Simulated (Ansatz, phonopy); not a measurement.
# Al (Aluminum, Fm-3m): thermal expansion from first principles, part 3 of 3

How much does Aluminum expand with temperature?

Experimental results on record:
- volume expansion coefficient 69 1e-6/K and heat capacity C_P per formula unit 24.2 J/mol/K near room temperature (given in “High-Throughput Prediction of Finite-Temperature Properties using the Quasi-Harmonic Approximation”, 2016, arXiv:1603.06924)

Ansatz 0.2.0; DFT PBEsol, scalar-relativistic, plane waves, PAW (the session's first sound run).

So far, principal linear expansion coefficients at 298 K (× 1e-6/K): step 5 (phonons on strained cells, functional PBEsol) 22.4.

## 8. The quasi-harmonic study

Level of this step: DFT PBE+D3(BJ), scalar-relativistic, plane waves, PAW (Ansatz).

The study relaxes the crystal at several strains, solves the phonons on some of them and minimises the free energy at each temperature (static energy, vibrations, the electrons in a metal, and PV under a set pressure); the q-mesh sets how far the force constants reach.

input.yaml reads:

```yaml
crystal:
  lattice:
    - [0.0, 1.9906255156, 1.9906255156]
    - [1.9906255156, 0.0, 1.9906255156]
    - [1.9906255156, 1.9906255156, 0.0]
  atoms:
    - { symbol: Al, position: [0.0, 0.0, 0.0] }
kpoints:
  mp_grid: { grid: [20, 20, 20] }
hamiltonian:
  xc: pbe
  dispersion: d3bj
scf:
  occupations: { method: methfessel_paxton, width: 0.2 }
  lower_state_search: "off"
output:
  eigenvalues: true
phonons:
  method: dfpt
  qmesh: [4, 4, 4]
  temperatures: { t_max: 850.0, t_step: 50 }
  thermal_expansion: {}
```

Launch:

```sh
> ansatz run input.yaml --threads 4 --pin off --max-ram 16384MiB --backend cpu --events-out ev --progress --plain --runs-dir out
```

Numbers of over 12 decimals in the logs are rounded to 6 here.

What it wrote:

```text
[...]
Crystal: 1 atoms, lattice volume = 15.776 Å³
Basis set: ecut = 487.2 eV, 387 PW (Γ), exchange–correlation on 48×48×48 points (8 copies of the dense FFT grid, shifted against one another)
Bands: 6, of which v1, the nominal top of the filled ones, is band 2 counted from 1 (1 counted from 0)
Symmetry: 48 space group operations
[...]
k-points: 256 of 8000
[...]
SCF iter   1: F=—  HF=-537.846894 eV  |F-HF|=—  |Δ(HF+E_count)|=         —  Δρ=5.84e-4  dr2=2.11e-5  ethr=1.77e-3  ⟨swp⟩=4.6  Hψ=12616  notcnv=0
[...]
SCF iter   5: F=-537.846920 eV  HF=-537.846920 eV  |F-HF|=2.05e-12  |Δ(HF+E_count)|=  8.19e-12  S|Δr|=    0.00e0  Δρ=1.96e-7  dr2=6.52e-12  ethr=1.00e-12  ⟨swp⟩=5.1  Hψ=6416  notcnv=0
SCF 1 converged in 5 iterations: F = -537.846920 eV  dr2 = 6.52e-12
[...]
relax step   1: F+E_penalty+E_count = -537.84691973 eV  Δ(F+E_penalty+E_count) = +0.000e0 eV  max|allowed force component| = 0.000e0 eV/Å  Δτ_max = 0.0000 Å  (5 SCF iters, accepted)
SCF converged after 5 iterations
[...]
Free energy (F): -537.846920 eV
[...]
Internal energy: -537.846700 eV  (E = F + TS)
E sigma→0 (E₀):  -537.846865 eV
Entropy (-TS):   -0.000220 eV (-0.220 meV/atom)
Fermi energy:    8.468883 eV
[...]
--- Stress (GPa, compression-positive) ---
       -0.009473       0.000000      -0.000000
       -0.000000      -0.009473      -0.000000
       -0.000000      -0.000000      -0.009473
  P = ⅓ Tr σ = -0.0095 GPa (-0.095 kbar)
--- Band table (eV; the first three rows and the last of 256) ---
[...]
── thermal expansion: 3 new cells, 3 in all ──
thermal expansion: variable-cell relaxation of cell 1
thermal expansion: relaxation of cell 1
thermal expansion: relaxation of cell 2
thermal expansion: relaxation of cell 3
── thermal expansion: 2 new cells, 5 in all ──
thermal expansion: relaxation of cell 4
thermal expansion: electrons of cell 4
thermal expansion: phonons of cell 4
[...]
thermal expansion: relaxation of cell 5
thermal expansion: electrons of cell 1
thermal expansion: electrons of cell 2
thermal expansion: electrons of cell 3
thermal expansion: electrons of cell 5
thermal expansion: phonons of cell 5
[...]
── thermal expansion: 7 new cells, 12 in all ──
thermal expansion: relaxation of cell 6
thermal expansion: relaxation of cell 7
thermal expansion: relaxation of cell 8
thermal expansion: relaxation of cell 9
thermal expansion: relaxation of cell 10
thermal expansion: relaxation of cell 11
thermal expansion: relaxation of cell 12
thermal expansion: electrons of cell 6
thermal expansion: electrons of cell 7
thermal expansion: electrons of cell 8
thermal expansion: electrons of cell 9
thermal expansion: electrons of cell 10
thermal expansion: electrons of cell 11
thermal expansion: electrons of cell 12
thermal expansion: phonons of cell 6
[...]
thermal expansion: phonons of cell 7
[...]
thermal expansion: phonons of cell 8
[...]
thermal expansion: phonons of cell 9
[...]
--- Relaxed structure (1 steps of the walk, 1 accepted, 0 SCFs on fresh bases) ---
  F+E_penalty+E_count = -537.84691973 eV   max|allowed force component| = 0.000e0 eV/Å
  atoms:
    - { symbol: Al, position: [0.0, 0.0, 0.0] }
--- Thermal expansion: 12 cells in 3 rounds, 0 GPa ---
  no lower state was looked for at cell 4: scf.lower_state_search: off
  without vibrations: a 2.81509, b 2.81509, c 2.81509 Å, V 15.7748 Å³, B 85.97 GPa
  at 0 K: a 2.82437, b 2.82437, c 2.82437 Å, V 15.9312 Å³, B 83.37 GPa
  zero-point expansion: a +0.329, b +0.329, c +0.329, V +0.991 %
[...]
0.00    2.82437    2.82437    2.82437    15.9312 |    0.00    0.00    0.00    0.00 |   37.58 |     0.000     0.000 |    83.37    83.37
   100.00    2.82539    2.82539    2.82539    15.9486 |   10.29   10.29   10.29   30.87 |   51.11 |    12.044    11.968 |    82.54    83.06
   200.00    2.82958    2.82958    2.82958    16.0195 |   17.89   17.89   17.89   53.66 |   58.31 |    20.819    20.373 |    80.14    81.89
   298.15    2.83499    2.83499    2.83499    16.1117 |   20.77   20.77   20.77   62.32 |       - |    23.806    22.935 |    77.50    80.44
   350.00    2.83812    2.83812    2.83812    16.1651 |   21.76   21.76   21.76   65.29 |   63.96 |    24.703    23.599 |    76.07    79.63
   450.00    2.84454    2.84454    2.84454    16.2749 |   23.31   23.31   23.31   69.93 |   66.71 |    25.940    24.359 |    73.26    78.01
   550.00    2.85137    2.85137    2.85137    16.3926 |   24.69   24.69   24.69   74.08 |   69.22 |    26.898    24.800 |    70.40    76.35
   650.00    2.85862    2.85862    2.85862    16.5179 |   26.07   26.07   26.07   78.22 |   71.64 |    27.766    25.097 |    67.47    74.65
   750.00    2.86629    2.86629    2.86629    16.6512 |   27.54   27.54   27.54   82.61 |   74.10 |    28.630    25.322 |    64.47    72.89
   850.00    2.87442    2.87442    2.87442    16.7933 |   29.15   29.15   29.15   87.44 |   76.66 |    29.539    25.505 |    61.37    71.08
[...]
vibrations' free energy: its fit leaves 0.0000 meV an atom at the most
[...]
free energies summed between the sampled wave vectors
[...]
the energies and the vibrations are of d3bj (s6 = 1.0, s8 = 0.7875, a1 = 0.4289, a2_bohr = 4.4407) at the weights and the pressure of the crystal at rest
[...]
eigensolver_not_converged in the phonons of 6 cells: 4, 5, 6, 7, 8, 9
```

Elapsed: 8 min, on 4 threads of Arm Neoverse V1, shared host; peak memory 2.2 GiB.

This step gave:

```yaml
pressure: -0.009473 GPa
volume_expansion_coefficient_at_298_k: 62.32 1e-6/K
c_p_at_298_k: 23.81 J/mol-atom/K
entropy_at_298_k: 26.60 J/mol-atom/K
isothermal_bulk_modulus_at_298_k: 77.50 GPa
grueneisen_parameter_at_298_k: 2.043
volume_at_298_k: 16.11 Å³/atom
principal_linear_expansion_coefficients_at_298_k: 20.77, 20.77, 20.77 1e-6/K
```

Strained cells of the study; zero-point energy where phonons were solved; the pressures are stresses at a fixed cutoff and can carry an offset from the finite basis. Expansion cells, by row:

```csv
cell,|a| (Å),|b| (Å),|c| (Å),V (Å³/atom),E - E_lowest (meV/atom),"pressure, compression positive (GPa)",gap (eV),zero-point energy (meV/atom)
1,2.815,2.815,2.815,15.78,0,-0.011,-,-
2,2.838,2.838,2.838,16.16,2.386,-1.949,-,-
3,2.793,2.793,2.793,15.4,2.452,2.166,-,-
4,2.815,2.815,2.815,15.78,0,-0.025,-,41.93
5,2.829,2.829,2.829,16.02,0.968,-1.264,-,40.7
6,2.846,2.846,2.846,16.3,4.379,-2.596,-,39.28
7,2.861,2.861,2.861,16.56,9.65,-3.734,-,37.98
8,2.877,2.877,2.877,16.83,16.85,-4.782,-,36.7
9,2.892,2.892,2.892,17.11,25.9,-5.747,-,35.43
10,2.787,2.787,2.787,15.31,3.829,2.739,-,-
11,2.801,2.801,2.801,15.54,0.926,1.307,-,-
12,2.916,2.916,2.916,17.52,42.44,-7.029,-,-
```

Quasi-harmonic; a, b, c are the run's own cell vectors. Expansion, by row:

```csv
T (K),a (Å),b (Å),c (Å),alpha (deg),beta (deg),gamma (deg),cell volume (Å³/cell),alpha_a (1e-6/K),alpha_b (1e-6/K),alpha_c (1e-6/K),alpha_V (1e-6/K),C_P (J/mol-atom/K),C_V (J/mol-atom/K),S (J/mol-atom/K),B_T (GPa),B_S (GPa),Grueneisen,extrapolation,fit error (1e-6/K)
0,2.824,2.824,2.824,60,60,60,15.93,0,0,0,0,0,0,0,83.37,83.37,-,0,0
50,2.824,2.824,2.824,60,60,60,15.93,2.71,2.71,2.71,8.14,3.165,3.162,1.021,83.27,83.34,2.056,0,0
100,2.825,2.825,2.825,60,60,60,15.95,10.29,10.29,10.29,30.87,12.04,11.97,6.015,82.54,83.06,2.045,0,0
150,2.827,2.827,2.827,60,60,60,15.98,15.14,15.14,15.14,45.43,17.72,17.47,12.09,81.41,82.54,2.037,0,0.01
200,2.83,2.83,2.83,60,60,60,16.02,17.89,17.89,17.89,53.66,20.82,20.37,17.65,80.14,81.89,2.036,0,0.01
250,2.832,2.832,2.832,60,60,60,16.06,19.6,19.6,19.6,58.8,22.65,21.99,22.51,78.81,81.17,2.039,0,0.02
298.1,2.835,2.835,2.835,60,60,60,16.11,20.77,20.77,20.77,62.32,23.81,22.93,26.6,77.5,80.44,2.043,0,0.02
300,2.835,2.835,2.835,60,60,60,16.11,20.81,20.81,20.81,62.43,23.84,22.96,26.75,77.45,80.41,2.043,0,0.02
350,2.838,2.838,2.838,60,60,60,16.17,21.76,21.76,21.76,65.29,24.7,23.6,30.49,76.07,79.63,2.049,0,0.02
400,2.841,2.841,2.841,60,60,60,16.22,22.58,22.58,22.58,67.73,25.38,24.04,33.84,74.67,78.83,2.055,0,0.02
450,2.845,2.845,2.845,60,60,60,16.27,23.31,23.31,23.31,69.93,25.94,24.36,36.86,73.26,78.01,2.061,0,0.03
500,2.848,2.848,2.848,60,60,60,16.33,24.01,24.01,24.01,72.03,26.44,24.61,39.62,71.84,77.19,2.068,0,0.03
550,2.851,2.851,2.851,60,60,60,16.39,24.69,24.69,24.69,74.08,26.9,24.8,42.16,70.4,76.35,2.076,0,0.03
600,2.855,2.855,2.855,60,60,60,16.45,25.38,25.38,25.38,76.13,27.34,24.96,44.52,68.94,75.51,2.084,0,0.03
650,2.859,2.859,2.859,60,60,60,16.52,26.07,26.07,26.07,78.22,27.77,25.1,46.73,67.47,74.65,2.092,0,0.04
700,2.862,2.862,2.862,60,60,60,16.58,26.79,26.79,26.79,80.37,28.2,25.22,48.8,65.98,73.78,2.1,0,0.04
750,2.866,2.866,2.866,60,60,60,16.65,27.54,27.54,27.54,82.61,28.63,25.32,50.76,64.47,72.89,2.109,0,0.03
800,2.87,2.87,2.87,60,60,60,16.72,28.32,28.32,28.32,84.96,29.08,25.42,52.62,62.93,71.99,2.118,0,0.03
850,2.874,2.874,2.874,60,60,60,16.79,29.15,29.15,29.15,87.44,29.54,25.5,54.4,61.37,71.08,2.128,0,0.03
```

Expansion coefficient against temperature; values in 1e-6/K:

```csv
temperature (K),volume,principal 1
0,0,0
50,8.14,2.71
100,30.9,10.3
150,45.4,15.1
200,53.7,17.9
250,58.8,19.6
298,62.3,20.8
300,62.4,20.8
350,65.3,21.8
400,67.7,22.6
450,69.9,23.3
500,72.0,24.0
550,74.1,24.7
600,76.1,25.4
650,78.2,26.1
700,80.4,26.8
750,82.6,27.5
800,85.0,28.3
850,87.4,29.1
```

Changing the level of theory (PBEsol → PBE+D3(BJ)) takes the volume expansion at 298 K from 67.1 to 62.3 × 10⁻⁶/K and B_T from 72.9 to 77.5 GPa.

## 9. Quasi-harmonic fit by phonopy

This step: DFT PBE+D3(BJ), scalar-relativistic, plane waves, PAW (phonopy 4.10.0).

This step gave:

- volume expansion coefficient at 300 K: 62.29 1e-6/K
- isothermal bulk modulus at 300 K: 77.43 GPa
- C_P at 300 K: 23.90 J/mol-atom/K
- Grüneisen parameter at 300 K: 2.063

Table of energy (each curve on its own zero) by volume; values in meV/atom:

| volume (Å³/atom) | static | F at 0 K | F at 300 K | F at 850 K |
| --- | --- | --- | --- | --- |
| 15.779 | 0 | 3.27 | 7.1 | 18.7 |
| 16.017 | 0.97 | 3 | 5.49 | 12.9 |
| 16.298 | 4.38 | 4.99 | 5.85 | 8.32 |
| 16.564 | 9.65 | 8.96 | 8.23 | 5.95 |
| 16.835 | 16.9 | 14.9 | 12.5 | 5.36 |
| 17.110 | 25.9 | 22.6 | 18.6 | 6.43 |

Phonopy-qha, vinet fit of F(V) at each temperature. Qha vinet, by row:

| T (K) | fitted volume (Å³/atom) | alpha_V (1e-6/K) | B_T (GPa) | C_P (J/mol-atom/K) | Grueneisen |
| --- | --- | --- | --- | --- | --- |
| 100 | 15.95 | 29.39 | 82.45 | 11.56 | 1.96 |
| 150 | 15.98 | 44.41 | 81.34 | 17.59 | 2.006 |
| 200 | 16.02 | 53.17 | 80.09 | 20.83 | 2.035 |
| 250 | 16.06 | 58.55 | 78.78 | 22.7 | 2.051 |
| 300 | 16.11 | 62.29 | 77.43 | 23.9 | 2.063 |
| 350 | 16.17 | 65.2 | 76.06 | 24.75 | 2.075 |
| 400 | 16.22 | 67.66 | 74.67 | 25.42 | 2.085 |
| 450 | 16.27 | 69.9 | 73.26 | 25.98 | 2.097 |
| 500 | 16.33 | 72.01 | 71.83 | 26.47 | 2.108 |
| 550 | 16.39 | 74.08 | 70.39 | 26.93 | 2.12 |
| 600 | 16.45 | 76.15 | 68.93 | 27.36 | 2.132 |
| 650 | 16.52 | 78.25 | 67.45 | 27.79 | 2.145 |
| 700 | 16.58 | 80.42 | 65.95 | 28.22 | 2.158 |
| 750 | 16.65 | 82.67 | 64.44 | 28.65 | 2.171 |
| 800 | 16.72 | 85.02 | 62.92 | 29.09 | 2.185 |

The volume expansion coefficient by temperature; values in 1e-6/K:

```
temperature (K)  phonopy-qha, Vinet  Ansatz's own study
            100                29.4                30.9
            150                44.4                45.4
            200                53.2                53.7
            250                58.5                58.8
            300                62.3                62.4
            350                65.2                65.3
            400                67.7                67.7
            450                69.9                69.9
            500                72.0                72.0
            550                74.1                74.1
            600                76.2                76.1
            650                78.2                78.2
            700                80.4                80.4
            750                82.7                82.6
            800                85.0                85.0
```

The fit gives a volume expansion of 62.3 × 10⁻⁶/K at 300 K, against 62.3 at 298 K from the study itself, whose static fit uses more cells.

## 10. What came out

* settings of these figures: PBE+D3(BJ), 487.2 eV, k 20×20×20, q 4×4×4
* volume expansion coefficient at 298 K: 62.32 1e-6/K
* C_P at 298 K: 23.81 J/mol-atom/K
* entropy at 298 K: 26.60 J/mol-atom/K
* isothermal bulk modulus at 298 K: 77.50 GPa
* Grüneisen parameter at 298 K: 2.043
* volume at 298 K: 16.11 Å³/atom
* principal linear expansion coefficients at 298 K: 20.77, 20.77, 20.77 1e-6/K

What this shows: Near room temperature Aluminum expands by 62.3 × 10⁻⁶/K in volume by PBE+D3(BJ), with C_P = 23.8 J/(mol K) per mole of atoms and B_T = 77.5 GPa. C_P at room temperature is 95 % of the classical 3R an atom; C_V is 92 %, and the rest is expansion work. In this metal the study includes the electrons' free energy, which adds a term that grows with temperature, so the heat capacities need not level off at 3R. The log notes that a few bands missed the eigensolver's threshold in the phonon runs. A measured volume expansion coefficient near room temperature is 69 1e-6/K (arXiv:1603.06924); the calculated 62.3 1e-6/K differs by -10 %. A measured heat capacity per formula unit near room temperature is 24.2 J/mol/K (arXiv:1603.06924); the calculated 23.8 J/mol/K differs by -2 %. The levels of theory differ by up to 4.8 × 10⁻⁶/K in the volume expansion at 298 K. The dispersion term is taken with its C6 weights frozen at the crystal at rest, in the force constants and, in the expansion study, in the energies too.

[Logs are printed without paths, hosts, clocks, repeated set-up lines and the standing remarks that a program may print on its own settings, such as how far it seeks lower states.]

[Hosts, paths, dates, database ids (printed as entryN), source tags and the programs' standing remarks are cut or masked in the printed files.]

[A step with changed settings may run another functional than the one named; its input shows which.]
